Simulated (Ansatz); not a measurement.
# MgTlF3 (model cell, started as cubic perovskite with Mg in the octahedra): phonons and vibrational spectra

The cell of MgTlF3 (model cell, started as cubic perovskite with Mg in the octahedra) is at rest. What are its phonons? After the zone centre comes a 4×4×4 q mesh on a 8×8×8 k mesh.

Calculated with Ansatz 0.2.0; DFT PBEsol, scalar-relativistic, plane waves, PAW; PAW set soft_1.

The structure was built from a prototype and need not be the compound's stable phase.

## (1) The starting structure

The structure is cubic, space group Pm-3m (No. 221). Conventional cell: a = 4.077 Å, b = 4.077 Å, c = 4.077 Å, α = 90.00°, β = 90.00°, γ = 90.00°. Nearest to Tl lie 12 F at 2.88 Å. Nearest to Mg lie 6 F at 2.04 Å. Nearest to F lie 2 Mg at 2.04 Å. Farther neighbours and most contacts between anions are not listed.

## (2) Modes at Γ

The cell comes from relaxations at this level that are not shown. The zone centre comes first: it holds the modes that light can see, as far as symmetry allows. The response to a homogeneous field gives the Born charges and the dielectric tensor.

input.yaml

```yaml
crystal:
  lattice:
    - [4.0770543301, 0.0, 0.0]
    - [0.0, 4.0770543301, 0.0]
    - [0.0, 0.0, 4.0770543301]
  atoms:
    - { symbol: Tl, position: [0.0, 0.0, 0.0] }
    - { symbol: Mg, position: [0.5, 0.5, 0.5] }
    - { symbol: F, position: [0.5, 0.5, 0.0] }
    - { symbol: F, position: [0.5, 0.0, 0.5] }
    - { symbol: F, position: [0.0, 0.5, 0.5] }
kpoints:
  mp_grid: { grid: [8, 8, 8] }
hamiltonian:
  xc: pbesol
  pseudopotentials: { kind: paw, azcp: { folder: soft_1 }, xc_functional: pbe }
scf:
  occupations: { method: fixed }
output:
  eigenvalues: true
phonons:
  method: dfpt
  dielectric: true
  rigid_motions: translations
```

Command:

```console
ansatz run input.yaml --threads 4 --pin off --max-ram 16384MiB --backend cpu --events-out ev --progress --plain --runs-dir out
```

Numbers of over 12 decimals in the logs are rounded to 6 here.

The program printed:

```text
Engine: ansatz 0.2.0, aarch64-unknown-linux-gnu
Pseudopotentials: kind: paw
Pseudopotential: Tl, paw, valence charge 13, recommended cutoff 420 eV (normal), soft_1/Tl.paw.azcp
Pseudopotential: Mg, paw, valence charge 10, recommended cutoff 420 eV (normal), soft_1/Mg.paw.azcp
Pseudopotential: F, paw, valence charge 7, recommended cutoff 420 eV (normal), soft_1/F.paw.azcp
Functional definition: PBEsol
  exchange = pbesol_x
  correlation = pbesol_c
Crystal: 5 atoms, lattice volume = 67.770 Å³
Basis set: ecut = 420 eV, 1357 PW (Γ), exchange–correlation on 60×60×60 points (8 copies of the dense FFT grid, shifted against one another)
Bands: 27, of which v1, the nominal top of the filled ones, is band 22 counted from 1 (21 counted from 0)
Symmetry: 48 space group operations
k-points: 170 of 512 (irreducible under 2 space group operations, time reversal used)
Non-local potential: Tl, projectors of the file, l = 0: 2, l = 1: 2, l = 2: 2, l = 3: 1
Non-local potential: Mg, projectors of the file, l = 0: 3, l = 1: 2, l = 2: 1
Non-local potential: F, projectors of the file, l = 0: 2, l = 1: 2, l = 2: 1
PAW form: soft (Blöchl's): semilocal exchange-correlation on the pseudo side does not see the compensation charge
PAW frozen core: Tl, regenerated for the run's functional, and the local potential with it (the file was generated under x = pbe(κ = 0.804, μ = 0.219515), c = pbe(β = 0.066725))
PAW frozen core: Mg, regenerated for the run's functional, and the local potential with it (the file was generated under x = pbe(κ = 0.804, μ = 0.219515), c = pbe(β = 0.066725))
PAW frozen core: F, regenerated for the run's functional, and the local potential with it (the file was generated under x = pbe(κ = 0.804, μ = 0.219515), c = pbe(β = 0.066725))
PAW one-centre angular grid: Tl, 590 points (default); XC on 64 Gauss nodes
PAW one-centre angular grid: Mg, 110 points (default); XC on 64 Gauss nodes
PAW one-centre angular grid: F, 110 points (default); XC on 64 Gauss nodes
Initial density: superposition of atomic densities (chi_scale 0.1, normalization cell, long waves kept (reshape's long-wave potential 0.07 eV rms))
Initial wavefunctions: pseudopotential atomic-orbital guess
Functional: x = pbesol(κ = 0.804, μ = 0.123457), c = pbesol(β = 0.046)
SCF iter   1: F=—  HF=-15621.898878 eV  |F-HF|=—  |Δ(HF+E_count)|=         —  Δρ=1.73e-1  dr2=1.75e1  ethr=3.10e-3  ⟨swp⟩=4.1  Hψ=19004  notcnv=0  defer=334
preconditioner: auto → Resta (q_TF=auto, 2.539 Å⁻¹)  ε∞=4.0  [insulator: Δε(μ)=2.434 eV  Ē_g=15.737 eV  n_scr=18 (ndim 8)  ℏωp=27.1 eV  f_vac=0.000  ε∞_Penn≈4.0]
SCF iter   2: F=—  HF=-15617.137123 eV  |F-HF|=—  |Δ(HF+E_count)|=    4.76e0  Δρ=5.84e-2  dr2=1.59e0  ethr=3.10e-3  ⟨swp⟩=3.0  Hψ=10595  notcnv=0  defer=483
SCF iter   3: F=—  HF=-15616.792553 eV  |F-HF|=—  |Δ(HF+E_count)|=   3.45e-1  Δρ=2.21e-2  dr2=4.21e-1  ethr=3.10e-3  ⟨swp⟩=2.9  Hψ=9281  notcnv=0  defer=411
SCF iter   4: F=—  HF=-15616.686073 eV  |F-HF|=—  |Δ(HF+E_count)|=   1.06e-1  Δρ=5.96e-3  dr2=3.80e-2  ethr=9.57e-4  ⟨swp⟩=2.7  Hψ=8644  notcnv=0  defer=486
SCF iter   5: F=—  HF=-15616.675922 eV  |F-HF|=—  |Δ(HF+E_count)|=   1.02e-2  Δρ=1.05e-3  dr2=9.43e-4  ethr=8.63e-5  ⟨swp⟩=2.1  Hψ=7514  notcnv=0  defer=492
SCF iter   6: F=—  HF=-15616.676069 eV  |F-HF|=—  |Δ(HF+E_count)|=   1.47e-4  Δρ=1.92e-4  dr2=2.16e-5  ethr=2.14e-6  ⟨swp⟩=2.0  Hψ=6796  notcnv=0  defer=489
SCF iter   7: F=—  HF=-15616.676065 eV  |F-HF|=—  |Δ(HF+E_count)|=   3.59e-6  Δρ=3.30e-5  dr2=1.18e-6  ethr=4.91e-8  ⟨swp⟩=2.0  Hψ=8160  notcnv=0  defer=282
SCF iter   8: F=—  HF=-15616.676063 eV  |F-HF|=—  |Δ(HF+E_count)|=   1.78e-6  Δρ=1.36e-5  dr2=1.20e-7  ethr=2.69e-9  ⟨swp⟩=2.0  Hψ=8151  notcnv=0  defer=170
SCF iter   9: F=—  HF=-15616.676063 eV  |F-HF|=—  |Δ(HF+E_count)|=   1.20e-8  Δρ=3.45e-6  dr2=5.68e-9  ethr=2.74e-10  ⟨swp⟩=2.0  Hψ=8160  notcnv=0  defer=170
SCF iter  10: F=—  HF=-15616.676063 eV  |F-HF|=—  |Δ(HF+E_count)|=  7.28e-12  Δρ=8.47e-7  dr2=2.89e-10  ethr=1.29e-11  ⟨swp⟩=2.0  Hψ=7981  notcnv=0  defer=170
SCF iter  11: F=-15616.676063 eV  HF=-15616.676063 eV  |F-HF|=2.18e-11  |Δ(HF+E_count)|=  1.35e-10  Δρ=3.30e-7  dr2=5.15e-11  ethr=1.00e-12  ⟨swp⟩=12.3  Hψ=28742  notcnv=0
SCF 1 converged in 11 iterations: F = -15616.676063 eV  dr2 = 5.15e-11
  greatest PAW one-centre occupation: 1.000 electrons in one spin orbital (limit 2), on the Mg atom at site 1 (counted from 0), in its partial waves of l = 0
DFPT response loops at Γ: preconditioner auto → none (the input reference at scf.mixing.eps_inf says where Resta's filter doesn't serve); β = 0.50; Broyden in place of MSR1
── the response to a field inside a basis, on 8×8×8 k-points: an SCF that follows is theirs, and a resumed run solves both again ──
Bands: 23, of which v1, the nominal top of the filled ones, is band 22 counted from 1 (21 counted from 0)
k-points: 20 of 512
Initial density: handed on by an earlier stage of this run
Initial wavefunctions: pseudopotential atomic-orbital guess (no wavefunctions were taken with the density)
Eigensolver: Dense (20 Hₖ)
SCF iter   1: F=—  HF=-15616.663890 eV  |F-HF|=—  |Δ(HF+E_count)|=         —  Δρ=3.88e-4  dr2=2.02e-5  ethr=1.00e-1
preconditioner: auto → Resta (q_TF=auto, 2.539 Å⁻¹)  ε∞=5.3  [insulator: Δε(μ)=4.361 eV  Ē_g=13.068 eV  n_scr=18 (ndim 8)  ℏωp=27.1 eV  f_vac=0.001  ε∞_Penn≈5.3]
SCF iter   2: F=—  HF=-15616.663885 eV  |F-HF|=—  |Δ(HF+E_count)|=   5.30e-6  Δρ=1.37e-4  dr2=4.80e-6  ethr=4.58e-8
SCF iter   3: F=—  HF=-15616.663885 eV  |F-HF|=—  |Δ(HF+E_count)|=   4.26e-7  Δρ=7.04e-5  dr2=9.81e-7  ethr=1.09e-8
SCF iter   4: F=-15616.663884 eV  HF=-15616.663884 eV  |F-HF|=3.45e-9  |Δ(HF+E_count)|=   1.38e-7  Δρ=3.89e-6  dr2=4.18e-9  ethr=2.23e-9
SCF 1 converged in 4 iterations: F = -15616.663884 eV  dr2 = 4.18e-9
DFPT response loops at Γ: mixed as the last ones told, above
SCF converged after 11 iterations
Free energy (F): -15616.676063 eV
Harris-Foulkes:  -15616.676063 eV  (|F-HF|=2.18e-11)
Internal energy: -15616.676063 eV  (E = F + TS)
E sigma→0 (E₀):  -15616.676063 eV
Fermi energy:    5.803880 eV
--- Per-component energies (eV) ---
  E_band       = -398.231564
  E_kinetic    = 930.599114
  E_local      = -3996.600638  (includes V_loc(G=0)·N_el)
  E_nonlocal   = 775.767505
  E_hartree    = 1422.534131
  E_xc         = -441.635870
  E_vxc        = -455.060852  (∫ρ·V_xc dr)
  E_paw        = -10919.741603  (= ΣΔE_a)
  E_vpaw       = -498.007053  (= ΣTr[D̂ρ^β])
  E_aug_tail   = 0.001876  (compensation charges beyond the density's cutoff)
  E_ewald      = -3387.825101
  E_core_change = 0.224523  (= ΣΔE_core)
  E_smearing   = -0.000000  (= −TS)
  E_closure    = -0.000000  (closes the sum)
  Σ components = -15616.676063   (vs F -15616.676063, Δ=0.00e0)
--- Band table (eV; the first three rows and the last of 170) ---
  k-point 0: bands = [... 18 lower, 3.3437, 3.4583, 3.4583, 3.4583, 14.1641, 14.5139, 14.5139, 14.5139, ... 1 higher]
  k-point 1: bands = [... 18 lower, 3.3464, 3.4500, 3.4500, 3.8864, 13.1719, 14.4194, 14.4194, 14.8487, ... 1 higher]
  k-point 2: bands = [... 18 lower, 3.3523, 3.4883, 3.4883, 4.6522, 11.6796, 14.1999, 14.1999, 15.4059, ... 1 higher]
  k-point 169: bands = [... 18 lower, 3.9327, 3.9327, 3.9327, 4.0498, 12.8518, 12.8518, 12.8518, 16.1535, ... 1 higher]
--- Phonons (Γ-DFPT): 4 representative perturbations + reference, on 170 of 512 k-points (Σ response iterations 12) ---
  k mesh reduced under 2 symmetry operations, with k and −k counted as one. Each operation leaves every solved perturbation unchanged. A smaller set is not considered because the run solves the response to a homogeneous field
  ASR residual: 2.886e-4 → 0.000e0 eV/Å²; symmetrization residual: 2.884e-6 eV/Å²
  ASR residual per site (eV/Å²): 4.33e-5 2.89e-4 2.30e-4 2.30e-4 2.30e-4
  Γ frequencies (cm⁻¹): 0.00 0.00 0.00 92.04 92.04 92.04 187.33 187.33 187.33 242.43 242.43 242.43 390.15 390.15 390.15
  ε∞ (high-frequency dielectric tensor):
        3.267375     0.000000     0.000000
        0.000000     3.267375     0.000000
        0.000000     0.000000     3.267375
  ε⁰ (static dielectric tensor: ions relaxed, cell fixed):
       16.135350    -0.000000    -0.000000
       -0.000000    16.135350    -0.000000
       -0.000000    -0.000000    16.135350
  ε⁰ − ε∞ (ionic part):
       12.867975    -0.000000    -0.000000
       -0.000000    12.867975    -0.000000
       -0.000000    -0.000000    12.867975
  softest optical mode at Γ: 92.04 cm⁻¹; the repairs (sum rule, projections) moved no ω² at Γ by more than (1.98 cm⁻¹)²
  Born effective charges Z* (e; rows j = field, columns β = displacement):
    site 0:
         1.94295   -0.00000    0.00000
        -0.00000    1.94295   -0.00000
         0.00000    0.00000    1.94295
    site 1:
         2.18081   -0.00000    0.00000
        -0.00000    2.18081   -0.00000
        -0.00000    0.00000    2.18081
    site 2:
        -1.48780    0.00000    0.00000
         0.00000   -1.48780    0.00000
        -0.00000    0.00000   -1.14815
    site 3:
        -1.48780    0.00000    0.00000
         0.00000   -1.14815   -0.00000
        -0.00000    0.00000   -1.48780
    site 4:
        -1.14815   -0.00000    0.00000
        -0.00000   -1.48780   -0.00000
        -0.00000    0.00000   -1.48780
  Z* charge neutrality: 2.489e-3 e pre-enforcement
  solved inside a basis spanned on kpoints, on 8×8×8 k-points, its susceptibility summed on 12×12×12: ε∞ is read to err by 7.8e-3, Z* by 1.5e-2 e (field_mesh: kpoints solves on kpoints); Z* is corrected for what the basis lacks
  optical modes at Γ without the LO–TO term, one row a degenerate level:
      ω (cm⁻¹)  modes    IR ((D/Å)²/amu)
         92.04      3             7.1691
        187.33      3             0.0000
        242.43      3            18.4419
        390.15      3            10.1414
  optical modes at Γ + LO–TO along q̂ = [1.0000, 0.0000, 0.0000]:
      ω (cm⁻¹)  modes    IR ((D/Å)²/amu)
         92.04      2             4.7794
        130.83      1             0.3019
        187.33      3             0.0000
        242.43      2            12.2946
        318.30      1             2.1651
        390.15      2             6.7609
        464.56      1             9.4504
  optical modes at Γ + LO–TO along q̂ = [0.0000, 1.0000, 0.0000]:
      ω (cm⁻¹)  modes    IR ((D/Å)²/amu)
         92.04      2             4.7794
        130.83      1             0.3019
        187.33      3             0.0000
        242.43      2            12.2946
        318.30      1             2.1651
        390.15      2             6.7609
        464.56      1             9.4504
  optical modes at Γ + LO–TO along q̂ = [0.0000, 0.0000, 1.0000]:
      ω (cm⁻¹)  modes    IR ((D/Å)²/amu)
         92.04      2             4.7794
        130.83      1             0.3019
        187.33      3             0.0000
        242.43      2            12.2946
        318.30      1             2.1651
        390.15      2             6.7609
        464.56      1             9.4504
```

Wall time 52 s (4 threads of Arm Neoverse V2, shared host); peak memory 1.3 GiB; 3.3 min of CPU time.

In the SCF lines HF is the Harris–Foulkes energy and dr2 the Hartree energy of the density residual, in eV; the loop may stop once dr2 is under the threshold and the program's other checks hold. Hψ counts applications of the Hamiltonian.

This step gave:

| Property | Result |
| --- | --- |
| gap on the k-mesh | 4.061 eV |
| volume per atom | 13.55 Å³ |
| sum-rule residual before enforcement | 2.89e-4 eV/Å² |
| miss of the charge sum rule | 0.002489 e |
| estimated error of the dielectric tensor | 0.007760 |
| estimated error of the Born charges | 0.01535 e |
| point group | m-3m |
| highest optical mode at the zone centre (no LO-TO term) | 390.1 cm⁻¹ |
| lowest optical zone-centre mode | 92.04 cm⁻¹ |
| mean high-frequency dielectric constant | 3.267 |
| largest Born charge (third of the trace) | 2.181 e |
| mean static dielectric constant | 16.14 |
| top of the zone-centre spectrum with the field | 464.6 cm⁻¹ |

Without the LO-TO term. Patterns of degenerate modes are one choice out of their space. The modes at Γ (shares of kinetic energy by element, %):

```
mode  frequency (cm⁻¹)  symmetry  Tl %  Mg %  F %
   1               0.0  acoustic    72     9   20
   2               0.0  acoustic    72     9   20
   3               0.0  acoustic    72     9   20
   4              92.0       T1u    28    14   58
   5              92.0       T1u    28    14   58
   6              92.0       T1u    28    14   58
   7             187.3       T2u     0     0  100
   8             187.3       T2u     0     0  100
   9             187.3       T2u     0     0  100
  10             242.4       T1u     0    47   53
  11             242.4       T1u     0    47   53
  12             242.4       T1u     0    47   53
  13             390.1       T1u     0    31   69
  14             390.1       T1u     0    31   69
  15             390.1       T1u     0    31   69
```

Displacements in mode 6 (92.0 cm⁻¹), the largest set to 1:
```
Tl1  0.00  0.00  0.35
Mg2  0.00  0.00 -0.72
F3   0.00 -0.01 -0.84
F4   0.00  0.00 -1.00
F5   0.00 -0.01 -1.00
```

Displacements in mode 13 (390.1 cm⁻¹), the largest set to 1:
```
Tl1  0.00  0.00  0.00
Mg2  0.00 -0.33 -0.60
F3   0.00 -0.07  1.00
F4   0.00  0.54 -0.14
F5   0.00 -0.07 -0.14
```

Optical modes at the zone centre, without and with the macroscopic field of the longitudinal modes; each column is sorted by frequency, so a row need not hold one and the same mode. Modes with and without the field, by row:

```
rank among optical modes  no field (cm⁻¹)  q along (1, 0, 0) (cm⁻¹)
                       1               92                        92
                       2               92                        92
                       3               92                     130.8
                       4            187.3                     187.3
                       5            187.3                     187.3
                       6            187.3                     187.3
                       7            242.4                     242.4
                       8            242.4                     242.4
                       9            242.4                     318.3
                      10            390.1                     390.1
                      11            390.1                     390.1
                      12            390.1                     464.6
```

Born charge (rows field, columns displacement) (e), principal values of the symmetric part by kind of site:

```
atom  atoms with these values    low  middle   high   mean
 Tl1                        1   1.94    1.94   1.94   1.94
 Mg2                        1   2.18    2.18   2.18   2.18
  F3                        3  -1.49   -1.49  -1.15  -1.37
```

In full for Tl1:

```
1.94 0.00 0.00
0.00 1.94 0.00
0.00 0.00 1.94
```

High-frequency dielectric tensor:

```
3.27 0.00 0.00
0.00 3.27 0.00
0.00 0.00 3.27
```

Static dielectric tensor (ions relaxed, fixed cell):

```
16.14  0.00  0.00
 0.00 16.14  0.00
 0.00  0.00 16.14
```

Transverse modes. Lines of the infrared spectrum (strongest = 100):

```
position (cm⁻¹)  label  relative intensity
             92    T1u                  39
            187    T2u                 0.0
            242    T1u                 100
            390    T1u                  55
```

Before it was imposed, the acoustic sum rule was missed by 2.9e-4 eV/Å² and the charge sum rule by 0.0025 e. Small misses are needed for a sound result but don't prove that mesh and cutoff are converged. The lowest optical mode is real, 92.0 cm⁻¹.

(Continued in part 2 of 2.)

[Logs are printed without paths, hosts, clocks, repeated set-up lines and the standing remarks that a program may print on its own settings, such as how far it seeks lower states.]

[Hosts, paths, dates, database ids (printed as entryN), source tags and the programs' standing remarks are cut or masked in the printed files.]
